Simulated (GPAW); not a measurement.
Two runs for the Zn K edge of atom 1 in Zn2P2O7 (C2/m). Run A: GPAW, LDA, full core hole (charged cell), 22-atom cell with 6.5 Å between holes, 3×3×3 k points, dipole transitions, Gaussian full width 1.67 eV up to 4 eV, rising linearly to 3.5 eV at 25 eV. Run B has a fault in its input.

Energy from the lowest empty level; intensity scaled to a mean of 1 over the first 20 eV:

| E (eV) | A | B |
| --- | --- | --- |
| -2.0 | 0.00 | 0.00 |
| -1.4 | 0.00 | 0.00 |
| -0.8 | 0.00 | 0.00 |
| -0.2 | 0.01 | 0.00 |
| 0.4 | 0.01 | 0.00 |
| 1.0 | 0.02 | 0.00 |
| 1.6 | 0.02 | 0.00 |
| 2.2 | 0.07 | 0.06 |
| 2.8 | 0.29 | 0.34 |
| 3.4 | 0.92 | 1.04 |
| 4.0 | 1.80 | 1.67 |
| 4.6 | 2.30 | 1.69 |
| 5.2 | 2.28 | 1.59 |
| 5.8 | 2.02 | 1.70 |
| 6.4 | 1.75 | 1.86 |
| 7.0 | 1.64 | 1.94 |
| 7.6 | 1.65 | 1.88 |
| 8.2 | 1.63 | 1.78 |
| 8.8 | 1.54 | 1.82 |
| 9.4 | 1.42 | 1.91 |
| 10.0 | 1.31 | 1.70 |
| 10.6 | 1.23 | 1.22 |
| 11.2 | 1.16 | 0.78 |
| 11.8 | 1.05 | 0.57 |
| 12.4 | 0.93 | 0.54 |
| 13.0 | 0.80 | 0.59 |
| 13.6 | 0.72 | 0.65 |
| 14.2 | 0.67 | 0.73 |
| 14.8 | 0.64 | 0.83 |
| 15.4 | 0.62 | 0.91 |
| 16.0 | 0.61 | 0.92 |
| 16.6 | 0.61 | 0.88 |
| 17.2 | 0.63 | 0.82 |
| 17.8 | 0.66 | 0.75 |
| 18.4 | 0.68 | 0.68 |
| 19.0 | 0.67 | 0.61 |
| 19.6 | 0.65 | 0.53 |
| 20.2 | 0.62 | 0.47 |
| 20.8 | 0.60 | 0.42 |
| 21.4 | 0.59 | 0.40 |
| 22.0 | 0.59 | 0.41 |
| 22.6 | 0.60 | 0.45 |
| 23.2 | 0.61 | 0.51 |
| 23.8 | 0.61 | 0.58 |
| 24.4 | 0.60 | 0.67 |
| 25.0 | 0.59 | 0.73 |
| 25.6 | 0.58 | 0.75 |
| 26.2 | 0.57 | 0.72 |
| 26.8 | 0.56 | 0.65 |
| 27.4 | 0.56 | 0.57 |
| 28.0 | 0.56 | 0.50 |
| 28.6 | 0.57 | 0.46 |
| 29.2 | 0.59 | 0.47 |
| 29.8 | 0.61 | 0.51 |
| 30.4 | 0.62 | 0.54 |
| 31.0 | 0.62 | 0.55 |
| 31.6 | 0.62 | 0.55 |

Question: What went wrong in run B?

The spectrum is summed over the zone centre alone. The scaled spectrum changes by 23 % r.m.s. Another feature, at 7.0 eV (1.94), becomes the highest below 24 eV; the one at 4.8 eV (2.34) is now at 4.2 eV (1.74). Other settings could leave a like mark; this is the one that was changed.

[Hosts, paths, dates, database ids (printed as entryN), source tags and the programs' standing remarks are cut or masked in the printed files.]

[Lists of maxima count a maximum above −3 eV only where it reaches 4 % of the highest in the window and stands out from its surroundings by 2 % of it (1.5 % where it reaches 55 %); shoulders and weaker maxima are passed over, and of the rest the first, up to two pre-edge ones and the few strongest are named.]
